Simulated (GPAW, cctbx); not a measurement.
## By hand: from a DFT structure factor to an extinction distance in Te3Pb4S

Te3Pb4S, Pm-3m (no. 221), a = 6.4368 Å, b = 6.4368 Å, c = 6.4368 Å, α = 90.00°, β = 90.00°, γ = 90.00°.

```csv
atom,mult.,x,y,z
Pb1,3,1/2,0,1/2
Pb2,1,0,0,0
Te1,3,0,0,1/2
S1,1,1/2,1/2,1/2
```

The cell is our own: ordered rocksalt alloy in the eight-atom cube, 3 of 4 S sites given to Te.

A DFT run (GPAW, PBE, 600 eV, 4×4×4 k-points, Fermi–Dirac width 0.02 eV) gives the static X-ray structure factor of 111 as 147.823 e for the conventional cell; superposed free atoms give 148.537 e. **Problem.** Find the Fourier component V of the crystal potential and the two-beam extinction distance at 300 kV in both cases.

## 1. Geometry

The cell volume is Ω = 266.69 Å³ and d(111) = 3.7163 Å, so g = 1/d = 0.2691 Å⁻¹.

## 2. The nuclei

Electrons feel nuclei as well as electrons, so the nuclear charges are summed with the same phases.

Phase sums Σ exp(2πi h·x), turned so that the total is real and positive: Pb +4.000, Te -3.000, S -1.000. Then F_Z = 82 × (+4.000) + 52 × (-3.000) + 16 × (-1.000) = 156.00 e. The electron term has the same sign for this reflection.

## 3. Mott–Bethe

Poisson's equation, term by term, gives V = (e/4πε₀)(F_Z − F)/(πΩg²), with e/4πε₀ = 14.3996 V Å.

The prefactor is 14.3996 × 3.7163²/(π × 266.69) = 0.23737 V per electron. Free atoms: (156.00 − 148.537) × 0.23737 = 1.771 V. Crystal: (156.00 − 147.823) × 0.23737 = 1.941 V. F changes by -0.48 % and V by +9.6 %: the same 0.71 e is measured against F_Z − F = 7.5 e in place of F = 148.5 e.

## 4. Extinction distance

In the two-beam case ξ = 1/(λU) with U = 2γm₀eV/h², that is ξ = 150.41 V Å²/(γλV).

At 300 kV, λ = 0.01969 Å and γ = 1.5871. Free atoms: ξ = 2717 Å. Crystal: ξ = 2480 Å. The thickness fringes go as sin²(πt/ξ), so the two patterns slip by a quarter of a period when t|1/ξ₁ − 1/ξ₀| = 1/4, at t ≈ 710 nm. Thermal motion, absorption and many-beam coupling, left out here, change a real pattern.

## 5. Answer

V(111) is 1.94 V against 1.77 V, and ξ is 2480 against 2717 Å. Limits: static atoms, two beams.

[Outputs are excerpts: Python notices, other lines and further rows are left out; steps that failed or that the build refused (PBEsol, TPSS) are not shown.]

[Logs are printed without paths, hosts, clocks, repeated set-up lines and the standing remarks that a program may print on its own settings, such as how far it seeks lower states.]
